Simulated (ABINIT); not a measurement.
# Cl (Cmce): G0W0 in ABINIT against the bands in the self-energy, part 2 of 2

Wanted: the cheapest bands in the self-energy that holds the gap of Cl (Cmce).

ABINIT 10.8.3; PBE and many-body steps on it, plane waves. Known limits of the many-body steps: not at the basis limit; coarse k mesh.

So far. Step 2 (Screening, 4×4×2 mesh, 360 bands, screening to 217.7 eV): Local fields lower ε∞ by 19 %. On a Γ-centred mesh this coarse the value itself is usually too large, while a short band sum pulls it down.

## 6. 101 bands

Level of this step: G0W0 on PBE, plane waves, norm-conserving pseudopotentials (ABINIT).

The self-energy is evaluated for the states that the input lists, and the levels follow from it, in one-shot runs by the linearised quasiparticle equation.

run.abi reads:

```
acell 3*1.0 Angstrom
rprim 
  3.145000000000 -2.250000000000 0.000000000000
  3.145000000000 2.250000000000 0.000000000000
  0.000000000000 0.000000000000 8.210000000000
ntypat 1
znucl 17
natom 4
typat 1 1 1 1
xred 
  0.870000000000 0.130000000000 0.100000000000
  0.630000000000 0.370000000000 0.600000000000
  0.130000000000 0.870000000000 0.900000000000
  0.370000000000 0.630000000000 0.400000000000
pp_dirpath "pseudos"
pseudos "Cl.upf"
ecut 25
ngkpt 4 4 2
nshiftk 1
shiftk 0 0 0
kptopt 1
chksymbreak 0
istwfk *1
occopt 1
irdwfk 1
optdriver 4
nband 101
gwcalctyp 0
ecutsigx 25
symsigma 1
nkptgw 2
kptgw 
  0.5000000000 0.5000000000 0.0000000000
  0.0000000000 0.0000000000 0.0000000000
bdgw 
  13 16
  13 16
ecuteps 8
irdscr 1
ppmodel 1
indata_prefix "in"
outdata_prefix "out"
tmpdata_prefix "tmp"
```

Started as:

```bash
> OMP_NUM_THREADS=1 mpirun -n 4 abinit run.abi > log
```

What it wrote:

```text
.Version 10.8.3 of ABINIT. v10.8.2 released Aug 2026.

 Symmetries : space group Cm c a (# 64); Bravais oC (1-face-center ortho.)
[... echo of the input left out ...]
== DATASET  1 ==================================================================
-   mpi_nproc: 4, omp_nthreads: 1 (-1 if OMP is not activated)

--- !DatasetInfo
iteration_state: {dtset: 1, }
dimensions: {natom: 4, nkpt: 14, mband: 101, nsppol: 1, nspinor: 1, nspden: 1, mpw: 4726, }
cutoff_energies: {ecut:  25.0, pawecutdg:  -1.0, }
[...]
Band     E0 <VxcDFT>   SigX SigC(E0)      Z dSigC/dE  Sig(E)    E-E0       E
[...]
15   1.645 -13.980  -8.981  -2.858   0.794  -0.260 -12.281   1.699   3.344
       16   2.208 -14.626  -9.222  -3.023   0.785  -0.273 -12.756   1.870   4.078

== END DATASET(S) ==============================================================
================================================================================

 -outvars: echo values of variables after computation  --------
           etotal      0.0000000000E+00
            nband         101
             nkpt          14
          spgroup          64
 [... the other variables as echoed above ...]

 Calculation completed.
```

Wall time 84 s (4 MPI ranks of Arm Neoverse V2, shared host); peak memory 4.2 GiB; 5.6 min of CPU time.

This step gave:

```
G0W0 gap on the points computed              : 5.655 eV
starting gap on the mesh                     : 2.469 eV
k of the valence top                         : 0.5, 0.5, 0
k of the conduction bottom                   : 0, 0, 0
least direct G0W0 gap on the computed points : 5.705 eV
```

The gap on the mesh goes from 2.47 eV to 5.65 eV, a correction of +3.19 eV.

## 7. 217 bands

run.abi: that of step 6 with these lines changed.

```diff
@@ -26,3 +26,3 @@
 optdriver 4
-nband 101
+nband 217
 gwcalctyp 0
```

What it wrote:

```text
.Version 10.8.3 of ABINIT. v10.8.2 released Aug 2026.

 Symmetries : space group Cm c a (# 64); Bravais oC (1-face-center ortho.)
[... echo of the input left out ...]
== DATASET  1 ==================================================================
-   mpi_nproc: 4, omp_nthreads: 1 (-1 if OMP is not activated)

--- !DatasetInfo
iteration_state: {dtset: 1, }
dimensions: {natom: 4, nkpt: 14, mband: 217, nsppol: 1, nspinor: 1, nspden: 1, mpw: 4726, }
cutoff_energies: {ecut:  25.0, pawecutdg:  -1.0, }
[...]
Band     E0 <VxcDFT>   SigX SigC(E0)      Z dSigC/dE  Sig(E)    E-E0       E
[...]
15   1.645 -13.980  -8.981  -3.189   0.791  -0.264 -12.548   1.432   3.077
       16   2.208 -14.626  -9.222  -3.377   0.783  -0.277 -13.040   1.587   3.794

== END DATASET(S) ==============================================================
================================================================================

 -outvars: echo values of variables after computation  --------
           etotal      0.0000000000E+00
            nband         217
             nkpt          14
          spgroup          64
 [... the other variables as echoed above ...]

 Calculation completed.
```

Run time: 2.9 min. Hardware: 4 MPI ranks; peak memory 5.7 GiB.

Numbers from this step:

```yaml
g0w0_gap_on_the_points_computed: 5.626 eV
starting_gap_on_the_mesh: 2.469 eV
k_of_the_valence_top: 0.5, 0.5, 0
k_of_the_conduction_bottom: 0, 0, 0
least_direct_g0w0_gap_on_the_computed_points: 5.676 eV
```

Against the run before, the gap moves by −0.029 eV.

## 8. 360 bands

run.abi: that of step 7 with these lines changed.

```diff
@@ -26,3 +26,3 @@
 optdriver 4
-nband 217
+nband 360
 gwcalctyp 0
```

What it wrote:

```text
.Version 10.8.3 of ABINIT. v10.8.2 released Aug 2026.

 Symmetries : space group Cm c a (# 64); Bravais oC (1-face-center ortho.)
[... echo of the input left out ...]
== DATASET  1 ==================================================================
-   mpi_nproc: 4, omp_nthreads: 1 (-1 if OMP is not activated)

--- !DatasetInfo
iteration_state: {dtset: 1, }
dimensions: {natom: 4, nkpt: 14, mband: 360, nsppol: 1, nspinor: 1, nspden: 1, mpw: 4726, }
cutoff_energies: {ecut:  25.0, pawecutdg:  -1.0, }
[...]
Band     E0 <VxcDFT>   SigX SigC(E0)      Z dSigC/dE  Sig(E)    E-E0       E
[...]
15   1.645 -13.980  -8.981  -3.307   0.790  -0.265 -12.643   1.337   2.983
       16   2.208 -14.626  -9.222  -3.505   0.782  -0.278 -13.141   1.485   3.693

== END DATASET(S) ==============================================================
================================================================================

 -outvars: echo values of variables after computation  --------
           etotal      0.0000000000E+00
            nband         360
             nkpt          14
          spgroup          64
 [... the other variables as echoed above ...]

 Calculation completed.
```

Elapsed: 4.7 min, on 4 MPI ranks; peak memory 7.4 GiB.

This step gave:

| Property | Result |
| --- | --- |
| G0W0 gap on the points computed | 5.626 eV |
| starting gap on the mesh | 2.469 eV |
| k of the valence top | 0.5, 0.5, 0 |
| k of the conduction bottom | 0, 0, 0 |
| least direct G0W0 gap on the computed points | 5.676 eV |

Against the run before, the gap moves by +0.000 eV.

## 9. The runs together

Times are wall times on 4 MPI ranks of Arm Neoverse V2, shared host, good to a factor of about two. A run's time includes the screening step that it read.

```tsv
run	mesh	bands	screening cutoff (eV)	DFT gap (eV)	gap on the mesh (eV)	direct (eV)	ε∞ used	time
22 bands	4×4×2	22	217.7	2.469	5.708	5.756	2.81	13 min
24 bands	4×4×2	24	217.7	2.469	5.747	5.807	2.81	13 min
45 bands	4×4×2	45	217.7	2.469	5.720	5.772	2.81	13 min
101 bands	4×4×2	101	217.7	2.469	5.655	5.705	2.81	14 min
217 bands	4×4×2	217	217.7	2.469	5.626	5.676	2.81	15 min
360 bands	4×4×2	360	217.7	2.469	5.626	5.676	2.81	17 min
```

## 10. Summary of results

```yaml
22_bands: 5.708 eV
24_bands: 5.747 eV
45_bands: 5.720 eV
101_bands: 5.655 eV
217_bands: 5.626 eV
360_bands: 5.626 eV
known_limits: not at the basis limit; coarse k mesh
```

In words: The setting moved: bands in the self-energy. From 22 bands to 360 bands the gap moves by −0.08 eV, not steadily: it passes through 5.75 eV. It holds to 0.03 eV from 101 bands on. Bands and screening cutoff are coupled, so a series along one setting does not show full convergence. Bands and cutoff are finite, so the gap is not at the basis limit. The miss can reach some tenths of an eV and take either sign; the mesh is an error of its own. In the G0W0 runs levels were corrected at 2 k points alone, so a gap called «on the mesh» is the least over those, and an edge elsewhere would be missed. The 4×4×2 mesh is coarse for this cell, which bears on the long-range parts of exchange and screening.

[Paths, hosts, dates, memory and timing lines, banners, echoed tables and standing remarks are left out of the program output.]

[Logs are printed without paths, hosts, clocks, repeated set-up lines and the standing remarks that a program may print on its own settings, such as how far it seeks lower states.]

[Runs of the session that timed out or met a known fault of the program may be left out.]

[Hosts, paths, dates, database ids (printed as entryN), source tags and the programs' standing remarks are cut or masked in the printed files.]

[G0W0 gaps are taken among the corrected bands and points alone; a level outside them can change the order at an edge.]

[Where Ansatz stands beside ABINIT at settings called matched, ABINIT's density can come from a denser mesh and the files from another edition; pairs whose starting gaps differed by over 0.03 eV were left out, so agreement reads better than it is.]
